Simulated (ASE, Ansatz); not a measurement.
## ZnSe(100) slab, H on both faces, stepped (176 atoms): support functions against a reference

Wanted: errors and times of a linear-scaling basis for ZnSe(100) slab, H on both faces, stepped (176 atoms). A setting counts as converged where the r.m.s. difference of forces stays under 1 % of the r.m.s. force.

Method: Kohn-Sham DFT, PBE, PAW (set soft_2, large core), plane waves, in Ansatz 0.2.0.

## Step 1: The starting structure

The cell holds 176 atoms: 56 Zn, 56 Se and 64 H. Cell: a = 16.032 Å, b = 16.032 Å, c = 23.663 Å, α = 90.0°, β = 90.0°, γ = 90.0°. It derives from ZnSe (zinc-blende). Zinc-blende ZnSe (a = 5.668 Å), (100) slab of 8 atomic planes, 4 x 4 surface cells, H on the broken bonds of both faces, 12 Å of vacuum; the top repeat layer removed from part of the cell (two steps); displaced by a Gaussian of 0.02 Å. Regions: slab, 112 atoms (56 Zn and 56 Se); hydrogen, 64 atoms (64 H). Vacuum lies along c.

Limits known from the start: Caps of real hydrogen don't mimic the fractional bonds of a polar compound, so surface states and strained caps may belong to the model. Beside vacuum, support functions can miss their usual error bounds without a warning. The Brillouin zone is sampled at Γ only, in a cell whose shortest periodic width is 16 Å.

## Step 2: Plane-wave single point

This run is the reference for what follows, at a cutoff of 420 eV.

Input file input.yaml:

```yaml
crystal:
  lattice:
    - [16.03152, 0.0, 0.0]
    - [0.0, 16.03152, 0.0]
    - [0.0, 0.0, 23.6626]
  atoms:
    - { symbol: Zn, position: [0.20099, 0.12541, 0.34883] }
    - { symbol: Se, position: [0.19965, 0.00068, 0.28946] }
    - { symbol: Zn, position: [0.07458, 0.99933, 0.46989] }
    - { symbol: Se, position: [0.07481, 0.12486, 0.40911] }
    - { symbol: Zn, position: [0.19916, 0.1246, 0.58915] }
    - { symbol: Se, position: [0.19952, 0.99972, 0.53027] }
    - { symbol: Zn, position: [0.07476, 0.99969, 0.70866] }
    - { symbol: Se, position: [0.07294, 0.12404, 0.64894] }
    - { symbol: Zn, position: [0.20174, 0.37487, 0.34846] }
    - { symbol: Se, position: [0.20064, 0.24881, 0.28851] }
    - { symbol: Zn, position: [0.07422, 0.24989, 0.4695] }
    - { symbol: Se, position: [0.07452, 0.37445, 0.40978] }
    - { symbol: Zn, position: [0.1992, 0.37442, 0.58956] }
    - { symbol: Se, position: [0.19812, 0.25072, 0.52881] }
    - { symbol: Zn, position: [0.07586, 0.25123, 0.71061] }
    - { symbol: Se, position: [0.07628, 0.37251, 0.64861] }
    - { symbol: Zn, position: [0.19917, 0.62708, 0.34914] }
    - { symbol: Se, position: [0.20196, 0.49776, 0.29019] }
    - { symbol: Zn, position: [0.0759, 0.50196, 0.46848] }
    - { symbol: Se, position: [0.07557, 0.62536, 0.41062] }
    - { symbol: Zn, position: [0.19897, 0.62524, 0.58847] }
    - { symbol: Se, position: [0.19983, 0.49926, 0.52849] }
    - { symbol: Zn, position: [0.07481, 0.49993, 0.70956] }
    - { symbol: Se, position: [0.07464, 0.62254, 0.64816] }
    - { symbol: Zn, position: [0.19902, 0.87577, 0.34984] }
    - { symbol: Se, position: [0.20212, 0.74869, 0.28941] }
    - { symbol: Zn, position: [0.07426, 0.74867, 0.46871] }
    - { symbol: Se, position: [0.0728, 0.87591, 0.40896] }
    - { symbol: Zn, position: [0.19953, 0.8762, 0.59011] }
    - { symbol: Se, position: [0.19972, 0.74968, 0.52884] }
    - { symbol: Zn, position: [0.07691, 0.7516, 0.70829] }
    - { symbol: Se, position: [0.07348, 0.87664, 0.64716] }
    [... 138 atom lines left out ...]
    - { symbol: H, position: [0.02439, 0.50037, 0.25357] }
    - { symbol: H, position: [0.87392, 0.49964, 0.25263] }
    - { symbol: H, position: [0.87178, 0.62543, 0.62937] }
    - { symbol: H, position: [0.02578, 0.74978, 0.25398] }
    - { symbol: H, position: [0.87352, 0.7478, 0.25408] }
    - { symbol: H, position: [0.87186, 0.87466, 0.62531] }
kpoints:
  mp_grid: { grid: [1, 1, 1] }
hamiltonian:
  xc: pbe
  pseudopotentials: { kind: paw, core: large }
scf:
  occupations: { method: fermi_dirac, width: 0.05 }
output:
  forces: true
  populations: true
  dos:
    method: { smearing: { sigma: 0.08 } }
    de: 0.1
    projected:
      site_lists:
        H: [H]
        Se: [Se]
        Zn: [Zn]
        hydrogen: [112, 113, 114, 115, 116, 117, 118, 119, 120, 121, 122, 123, 124, 125, 126, 127, 128, 129, 130, 131, 132, 133, 134, 135, 136, 137, 138, 139, 140, 141, 142, 143, 144, 145, 146, 147, 148, 149, 150, 151, 152, 153, 154, 155, 156, 157, 158, 159, 160, 161, 162, 163, 164, 165, 166, 167, 168, 169, 170, 171, 172, 173, 174, 175]
  eigenvalues: true
  write_density: true
  write_potential: true
  volumetric_format: npy
```

Started as:

```bash
ansatz run input.yaml --threads 8 --pin off --max-ram 15872MiB --backend cpu --events-out ev --progress --plain --runs-dir out
```

What it wrote:

```text
Engine: ansatz 0.2.0, aarch64-unknown-linux-gnu
Pseudopotentials: kind: paw
Pseudopotential: Zn, paw, valence charge 12, recommended cutoff 420 eV (normal), Zn.paw.azcp
Pseudopotential: Se, paw, valence charge 6, recommended cutoff 420 eV (normal), Se.paw.azcp#standard-large-core
Pseudopotential: H, paw, valence charge 1, recommended cutoff 420 eV (normal), H.paw.azcp
[... 5 lines on functional and potentials left out ...]
Crystal: 176 atoms, lattice volume = 6081.516 Å³
Basis set: ecut = 420 eV, 118903 PW (Γ), exchange–correlation on 216×216×320 points (8 copies of the dense FFT grid, shifted against one another)
Bands: 712, of which v1, the nominal top of the filled ones, is band 536 counted from 1 (535 counted from 0)
Symmetry: 1 space group operations
Space group: P1 (ITA 1), of the structure as read, at distance tolerance 1.8e-4 Å
k-points: 1
[... 7 lines on functional and potentials left out ...]
Initial density: superposition of atomic densities (neutral atoms: chi_scale 0, normalization atom)
Initial wavefunctions: pseudopotential atomic-orbital guess
Functional: x = pbe(κ = 0.804, μ = 0.219515), c = pbe(β = 0.066725)
SCF iter   1: F=—  HF=-331312.700072 eV  |F-HF|=—  |Δ(HF+E_count)|=         —  Δρ=3.93e-2  dr2=4.39e2  ethr=3.10e-3  ⟨swp⟩=9.0  Hψ=4306  notcnv=0  defer=97
preconditioner: auto → Resta (q_TF=auto, 2.043 Å⁻¹)  ε∞=3.3  [insulator: Δε(μ)=0.813 eV  Ē_g=10.180 eV  σ=0.050 eV  W_gap=1.00  n_scr=878 (ndim 8)  ℏωp=15.6 eV  f_vac=0.467  D(μ)=0.03/eV (n_scr^D=0)  ε∞_Penn≈3.3  vacuum switching on, ρ_ref=7.5e-3 e/Å³]
SCF iter   2: F=—  HF=-331376.709728 eV  |F-HF|=—  |Δ(HF+E_count)|=    6.40e1  Δρ=5.06e-2  dr2=4.49e3  ethr=3.10e-3  ⟨swp⟩=8.0  Hψ=1526  notcnv=0  defer=158  recentre
preconditioner: auto → LDOS  [metal: Δε(μ)=0.074 eV  Ē_g=10.038 eV  σ=0.050 eV  W_gap=0.32  n_scr=878 (ndim 8)  ℏωp=15.6 eV  f_vac=0.473  D(μ)=95.82/eV (n_scr^D=504)  β→1.0]
SCF iter   3: F=—  HF=-331287.513829 eV  |F-HF|=—  |Δ(HF+E_count)|=    8.92e1  Δρ=3.02e-2  dr2=3.37e2  ethr=3.10e-3  ⟨swp⟩=5.0  Hψ=1475  notcnv=0  defer=110
SCF iter   4: F=—  HF=-331266.687959 eV  |F-HF|=—  |Δ(HF+E_count)|=    2.08e1  Δρ=1.83e-2  dr2=2.86e1  ethr=3.10e-3  ⟨swp⟩=3.0  Hψ=926  notcnv=0  defer=159
SCF iter   5: F=—  HF=-331264.557342 eV  |F-HF|=—  |Δ(HF+E_count)|=    2.13e0  Δρ=9.94e-3  dr2=7.73e1  ethr=2.66e-3  ⟨swp⟩=4.0  Hψ=1256  notcnv=0  defer=134  recentre
SCF iter   6: F=—  HF=-331260.350408 eV  |F-HF|=—  |Δ(HF+E_count)|=    4.21e0  Δρ=9.15e-3  dr2=9.81e0  ethr=2.66e-3  ⟨swp⟩=2.0  Hψ=1099  notcnv=0  defer=149
SCF iter   7: F=—  HF=-331258.863161 eV  |F-HF|=—  |Δ(HF+E_count)|=    1.49e0  Δρ=4.41e-3  dr2=3.40e0  ethr=9.15e-4  ⟨swp⟩=2.0  Hψ=925  notcnv=0  defer=149
SCF iter   8: F=—  HF=-331258.584287 eV  |F-HF|=—  |Δ(HF+E_count)|=   2.79e-1  Δρ=2.69e-3  dr2=3.58e0  ethr=3.17e-4  ⟨swp⟩=5.0  Hψ=887  notcnv=0  defer=128
SCF iter   9: F=—  HF=-331258.406516 eV  |F-HF|=—  |Δ(HF+E_count)|=   1.78e-1  Δρ=2.02e-3  dr2=1.01e0  ethr=3.17e-4  ⟨swp⟩=2.0  Hψ=650  notcnv=0  defer=128
SCF iter  10: F=—  HF=-331258.390719 eV  |F-HF|=—  |Δ(HF+E_count)|=   1.58e-2  Δρ=1.77e-3  dr2=2.12e0  ethr=9.45e-5  ⟨swp⟩=2.0  Hψ=806  notcnv=0  defer=128
[...]
SCF iter  18: F=—  HF=-331258.314272 eV  |F-HF|=—  |Δ(HF+E_count)|=   2.90e-5  Δρ=3.97e-5  dr2=1.44e-4  ethr=3.05e-8  ⟨swp⟩=3.0  Hψ=913  notcnv=0  defer=128
SCF iter  19: F=—  HF=-331258.314269 eV  |F-HF|=—  |Δ(HF+E_count)|=   2.63e-6  Δρ=2.03e-5  dr2=3.99e-5  ethr=1.34e-8  ⟨swp⟩=3.0  Hψ=1067  notcnv=0  defer=128
SCF iter  20: F=—  HF=-331258.316162 eV  |F-HF|=—  |Δ(HF+E_count)|=   1.89e-3  Δρ=1.38e-5  dr2=1.83e-5  ethr=3.73e-9  ⟨swp⟩=3.0  Hψ=993  notcnv=0  defer=128
SCF iter  21: F=—  HF=-331258.316167 eV  |F-HF|=—  |Δ(HF+E_count)|=   4.68e-6  Δρ=9.41e-6  dr2=6.21e-6  ethr=1.71e-9  ⟨swp⟩=2.0  Hψ=1042  notcnv=0  defer=128
SCF iter  22: F=—  HF=-331258.316168 eV  |F-HF|=—  |Δ(HF+E_count)|=   8.25e-7  Δρ=5.38e-6  dr2=2.85e-6  ethr=5.79e-10  ⟨swp⟩=3.0  Hψ=1068  notcnv=0  defer=128
SCF iter  23: F=—  HF=-331258.316170 eV  |F-HF|=—  |Δ(HF+E_count)|=   1.98e-6  Δρ=3.63e-6  dr2=1.09e-6  ethr=2.66e-10  ⟨swp⟩=2.0  Hψ=1061  notcnv=0  defer=128
SCF iter  24: F=—  HF=-331258.316170 eV  |F-HF|=—  |Δ(HF+E_count)|=   9.43e-7  Δρ=2.47e-6  dr2=4.95e-7  ethr=1.01e-10  ⟨swp⟩=2.0  Hψ=966  notcnv=0  defer=128
SCF iter  25: F=—  HF=-331258.316171 eV  |F-HF|=—  |Δ(HF+E_count)|=   3.54e-7  Δρ=1.90e-6  dr2=2.98e-7  ethr=4.62e-11  ⟨swp⟩=2.0  Hψ=987  notcnv=0  defer=128
SCF iter  26: F=—  HF=-331258.316171 eV  |F-HF|=—  |Δ(HF+E_count)|=   3.70e-7  Δρ=1.17e-6  dr2=1.23e-7  ethr=2.78e-11  ⟨swp⟩=2.0  Hψ=965  notcnv=0  defer=128
SCF iter  27: F=-331258.316171 eV  HF=-331258.316171 eV  |F-HF|=2.51e-8  |Δ(HF+E_count)|=   4.69e-8  Δρ=7.11e-7  dr2=4.09e-8  ethr=9.33e-12  ⟨swp⟩=31.0  Hψ=8771  notcnv=0
SCF 1 converged in 27 iterations: F = -331258.316171 eV  dr2 = 4.09e-8
  greatest PAW one-centre occupation: 0.985 electrons in one spin orbital (limit 2), on the Zn atom at site 70 (counted from 0), in its partial waves of l = 2
WARN: The output density's exchange-correlation potential varies sharply where the density is thin. Do not read a vacuum level from v_tot or v_xc, or from such a field of the output density. On a cell that repeats whose density bears no net charge and no dipole along the vacuum's axis use v_es (v_loc + v_h of the components); [...]
SCF converged after 27 iterations
Free energy (F): -331258.316171 eV
Harris-Foulkes:  -331258.316171 eV  (|F-HF|=2.51e-8)
Internal energy: -331257.827152 eV  (E = F + TS)
E sigma→0 (E₀):  -331258.071662 eV
Entropy (-TS):   -0.489019 eV (-2.779 meV/atom)
Fermi energy:    0.938117 eV
--- Per-component energies (eV) ---
  E_band       = -6835.198496
  E_kinetic    = 13889.262865
  E_local      = -590800.100668  (includes V_loc(G=0)·N_el)
  E_nonlocal   = 37391.030276
  E_hartree    = 281759.445159
  E_xc         = -18944.519584
  E_vxc        = -8245.152721  (∫ρ·V_xc dr)
  E_paw        = -225749.588999  (= ΣΔE_a)
  E_vpaw       = -22589.015780  (= ΣTr[D̂ρ^β])
  E_aug_tail   = -0.091421  (compensation charges beyond the density's cutoff)
  E_ewald      = 171196.735220
  E_smearing   = -0.489019  (= −TS)
  E_closure    = 0.000000  (closes the sum)
  Σ components = -331258.316171   (vs F -331258.316171, Δ=0.00e0)
--- Forces (eV/Å), atoms counted from 1 ---
  atom   1  Zn    -0.17859977     0.05942535     0.91160698
  atom   2  Se     0.70920602    -0.08245027     1.94738555
  atom   3  Zn    -0.02994909     0.08712984     0.62865475
  atom   4  Se     0.21196159    -0.01837520    -0.55702015
  atom   5  Zn     0.04006656     0.11044320     0.50286232
  atom   6  Se     0.11970750     0.02395705    -0.81516921
  atom   7  Zn    -0.60397667     0.02848689    -0.58320070
  atom   8  Se     0.65018716     0.21118851    -0.21808833
  atom   9  Zn    -0.26967740    -0.21289517     0.91181643
  atom  10  Se    -0.11455655     0.07589286     1.87460797
  atom  11  Zn     0.01398319    -0.01195472     0.45543885
  atom  12  Se     0.13248461     0.08733168    -0.86148367
  atom  13  Zn     0.06048361     0.04355676     0.27505518
  atom  14  Se     0.22860688    -0.14631497    -0.46768795
[...]
atom 175  H     -1.75554333    -0.00385596    -0.94265645
  atom 176  H     -1.36080282    -0.00625975     0.53185767
  max |Σ_I F_I| component: 6.01e-5 eV/Å
--- Band table (eV) ---
  k-point 0: bands = ["-16.3955", "-16.3312", "-16.2900", "-16.1970", [... 696 levels ...], "5.8380", "5.8463", "5.8555", "5.8603", "5.8807", "5.8844", "5.9010", "5.9168", "5.9322", "5.9439", "5.9728", "5.9956"]
--- Löwdin populations: 176 sites ---
  site symbol       q [e]
     0     Zn     10.7677
     1     Se      6.2561
     2     Zn     10.7692
[...]
175      H      1.3352
  spilling = 0.013631 (of n_electrons = 1072.000000)
```

Wall time 4.2 min (8 threads of Arm Neoverse V1, shared host); peak memory 9.3 GiB; 33 min of CPU time.

The program notes that potentials were chosen by core size and the exchange-correlation potential is rough where the density is thin.

Numbers from this run:

```yaml
free_energy: -331258.3162 eV
free_energy_per_atom: -1882.1495 eV/atom
scf_cycles: 27
r_m_s_force_component: 0.8422 eV/Å
longest_force: 3.666 eV/Å
fermi_energy: 0.9381 eV
levels_partly_filled_by_over_2_per_cent: 11
spilling_of_the_projection: 0.01363
```

Length of the force by element and coordination:

| element | coordination | atoms | mean length of the force (eV/Å) | spread | least | most |
| --- | --- | --- | --- | --- | --- | --- |
| H | all | 64 | 1.86 | 0.825 | 0.297 | 3.67 |
| Se | all | 56 | 0.989 | 0.613 | 0.328 | 2.65 |
| Zn | all | 56 | 0.728 | 0.300 | 0.236 | 1.58 |

Löwdin charges by element and coordination (they lack the spilled electrons, 0.083 e an atom on average):

| element | coordination | atoms | mean charge (e) | spread | least | most |
| --- | --- | --- | --- | --- | --- | --- |
| H | all | 64 | -0.136 | 0.183 | -0.410 | 0.0771 |
| Se | all | 56 | -0.822 | 0.348 | -1.08 | -0.249 |
| Zn | all | 56 | 1.24 | 0.0125 | 1.22 | 1.28 |

By region:

| region | atoms | mean length of the force (eV/Å) |
| --- | --- | --- |
| slab | 112 | 0.859 |
| hydrogen | 64 | 1.86 |

States in the cell by windows of 1 eV, zero at the Fermi level; the larger projections on atomic orbitals stand beside the total:

| from (eV) | to (eV) | total | Zn d | Se p | H s | hydrogen | Zn s | Se s |
| --- | --- | --- | --- | --- | --- | --- | --- | --- |
| -14 | -13 | 40.2 | 1.3 | 0.2 | 0.0 | 0.0 | 4.0 | 34.6 |
| -13 | -12 | 7.6 | 0.3 | 0.0 | 0.0 | 0.0 | 0.5 | 6.7 |
| -12 | -11 | 0.0 | 0.0 | 0.0 | 0.0 | 0.0 | 0.0 | 0.0 |
| -11 | -10 | 8.0 | 0.4 | 4.0 | 3.4 | 3.4 | 0.0 | 0.0 |
| -10 | -9 | 99.6 | 78.4 | 14.0 | 5.7 | 5.7 | 0.6 | 0.4 |
| -9 | -8 | 120.1 | 99.5 | 13.3 | 3.4 | 3.4 | 3.0 | 0.5 |
| -8 | -7 | 285.8 | 238.5 | 28.7 | 9.5 | 9.5 | 6.3 | 1.8 |
| -7 | -6 | 149.9 | 115.3 | 22.2 | 3.4 | 3.4 | 6.7 | 1.6 |
| -6 | -5 | 55.2 | 7.1 | 30.5 | 4.9 | 4.9 | 9.5 | 2.2 |
| -5 | -4 | 64.9 | 5.1 | 47.6 | 4.4 | 4.4 | 4.0 | 1.6 |
| -4 | -3 | 66.3 | 4.4 | 52.4 | 4.7 | 4.7 | 1.5 | 0.7 |
| -3 | -2 | 60.2 | 4.2 | 45.0 | 7.0 | 7.0 | 1.1 | 0.5 |
| -2 | -1 | 33.9 | 2.0 | 16.5 | 11.6 | 11.6 | 1.7 | 0.4 |
| -1 | 0 | 16.3 | 0.3 | 4.6 | 7.5 | 7.5 | 0.9 | 1.4 |
| 0 | 1 | 47.1 | 0.7 | 12.5 | 17.0 | 17.0 | 6.4 | 2.1 |
| 1 | 2 | 52.2 | 0.2 | 9.4 | 3.9 | 3.9 | 13.1 | 2.0 |
| 2 | 3 | 68.4 | 0.1 | 7.8 | 5.1 | 5.1 | 9.7 | 1.4 |
| 3 | 4 | 66.8 | 0.1 | 6.6 | 4.4 | 4.4 | 9.2 | 1.0 |

The curve was stored every 0.10 eV, coarse against its broadening of 0.08 eV, so these counts are rough.

Between -18 and -14 eV lie 64 more states.

The levels nearest the highest filled one (over half full), pooled over k-points and spins:

| level less the highest filled one (eV) | occupation |
| --- | --- |
| -0.658 | 2 |
| -0.643 | 2 |
| -0.634 | 2 |
| -0.601 | 2 |
| -0.0623 | 1.95 |
| 0 | 1.84 |
| 0.138 | 0.857 |
| 0.146 | 0.779 |
| 0.153 | 0.72 |
| 0.178 | 0.504 |
| 0.192 | 0.408 |
| 0.201 | 0.353 |

Planar average of the electrostatic potential energy along the normal, with the Fermi level as zero, after a running mean with a triangular window 4 Å wide at its base:

| height (Å) | potential energy (eV) |
| --- | --- |
| 0.0 | 3.86 |
| 0.7 | 3.63 |
| 1.3 | 3.45 |
| 2.1 | 3.22 |
| 2.7 | 3.03 |
| 3.4 | 2.76 |
| 4.0 | 2.39 |
| 4.7 | 1.17 |
| 5.3 | -0.73 |
| 6.1 | -3.67 |
| 6.7 | -5.56 |
| 7.4 | -6.23 |
| 8.1 | -6.01 |
| 8.7 | -5.76 |
| 9.5 | -5.80 |
| 10.1 | -5.47 |
| 10.8 | -4.91 |
| 11.4 | -4.72 |
| 12.1 | -4.77 |
| 12.7 | -4.69 |
| 13.5 | -3.83 |
| 14.0 | -2.99 |
| 14.8 | -1.72 |
| 15.4 | -0.79 |
| 16.1 | 0.57 |
| 16.9 | 1.86 |
| 17.5 | 2.90 |
| 18.2 | 4.03 |
| 18.8 | 4.67 |
| 19.5 | 4.98 |
| 20.1 | 4.93 |
| 20.9 | 4.73 |
| 21.4 | 4.55 |
| 22.2 | 4.32 |
| 22.8 | 4.13 |
| 23.5 | 3.90 |

Electrostatic potential energy in the ca plane at fractional y = 0.000, with atoms of Se and Zn and H within 0.2 Å of it. With pseudopotentials it is smooth inside the atoms' cores, unlike the true potential.

Ten even steps from '0' (-69 eV) to '9' (6 eV), each cell a mean:
```
99999999986100489999999998500169999999999878
99999999985000489999999998400169999999999999
99999999864667899999999888877799999999999999
99999999977899999999986434699999999999999999
99999999987899999999986434689999999999999999
99999999863777899999998878887899999999999999
99999999986101489999999998510169999999999999
99999999985000489999999998400169999999999999
99999999864667899999999888877899999999999999
99999999976899999999986434799999999999999999
99999999987899999999986434799999999999999999
99999999863677899999998878887899999999999999
99999999985001589999999998510269999999999999
99999999985000489999999998400169999999999988
99999999864667899999998878876799999999988757
99999999976899999999986434689999999998544589
99999999987899999999986434699999999998533579
99999999864777899999998878887899999999877657
99999999986101489999999998510169999999999878
99999999985000489999999998400158999999999878
99999999863667899999999888876799999999988747
99999999987899999999986434799999999998544589
99999999987899999999986434689999999998533589
99999999863677899999998878887899999999888758
```
Columns run along c (16.0 Å, from fractional 0.10 to 0.78 of the cell; values clipped at the 3rd and 97th percentile), rows up along a (16.0 Å). Atoms in or near the plane, at fractional coordinates: Se at (0.29, 0.20), Zn at (0.47, 0.07), Se at (0.53, 0.20), Zn at (0.71, 0.07), Se at (0.29, 0.45), Zn at (0.47, 0.33), Se at (0.53, 0.45), Zn at (0.71, 0.32), Se at (0.29, 0.70), Zn at (0.47, 0.57), Se at (0.53, 0.70), Se at (0.29, 0.95), Zn at (0.47, 0.82), Se at (0.53, 0.95) and more.

Valence density in the ca plane at fractional y = 0.000, with atoms of Se and Zn and H within 0.2 Å of it. It is the smooth field of the valence electrons, not physical close to the nuclei.

Ten steps, logarithmic in the rise over the least value, from '0' (0 e/Å³) to '9' (15 e/Å³), each cell a mean:
```
00000000000000013432332100000012333333100000
00000000000000013432332100000012332233100000
00000000000000124433211000001122333321000000
00000000000000013311000000012599521100000000
00000000000000012211000000012699621100000000
00000000000000024433210000001233333221000000
00000000000000013432332100000012333333100000
00000000000000013432332100000012332233100000
00000000000000024433211000001122233321000000
00000000000000013321000000012699521100000000
00000000000000012211000000012699521100000000
00000000000000024433210000001223233221000000
00000000000000013432331000000012333333100000
00000000000000013432332100000012332233100000
00000000000000024433210000001123333321000000
00000000000000013321000000012599621100000001
00000000000000013211000000012599521100000001
00000000000000124432210000001123233221000000
00000000000000013432332000000012333333100000
00000000000000013432332100000012332233100000
00000000000000024433211000000122233321000000
00000000000000012211000000012599521100000001
00000000000000012211000000012699621100000001
00000000000000024433210000001233333221000000
```
Columns run along c (16.0 Å, from fractional 0.00 to 0.68 of the cell), rows up along a (16.0 Å). Atoms in or near the plane, at fractional coordinates: Se at (0.29, 0.20), Zn at (0.47, 0.07), Se at (0.53, 0.20), Se at (0.29, 0.45), Zn at (0.47, 0.33), Se at (0.53, 0.45), Se at (0.29, 0.70), Zn at (0.47, 0.57), Se at (0.53, 0.70), Se at (0.29, 0.95), Zn at (0.47, 0.82), Se at (0.53, 0.95), H at (0.25, 0.28), H at (0.25, 0.13) and more.

Mean Löwdin charges: H -0.14, Se -0.82, Zn +1.24 e (they miss 1.4 % of the electrons, so they add up to more than the cell's charge). Within 0.4 eV of the Fermi level the largest share is H s (56 % of the projected weight). The potential slopes across the vacuum by 0.31 eV/Å: the slab bears a dipole, and with periodic images along the normal there is no flat vacuum level to read.

(Continued in part 2 of 2.)

[Long decimals in the printed logs are rounded to 6 places.]

[Logs are printed without paths, hosts, clocks, repeated set-up lines and the standing remarks that a program may print on its own settings, such as how far it seeks lower states.]

[Hosts, paths, dates, database ids (printed as entryN), source tags and the programs' standing remarks are cut or masked in the printed files.]
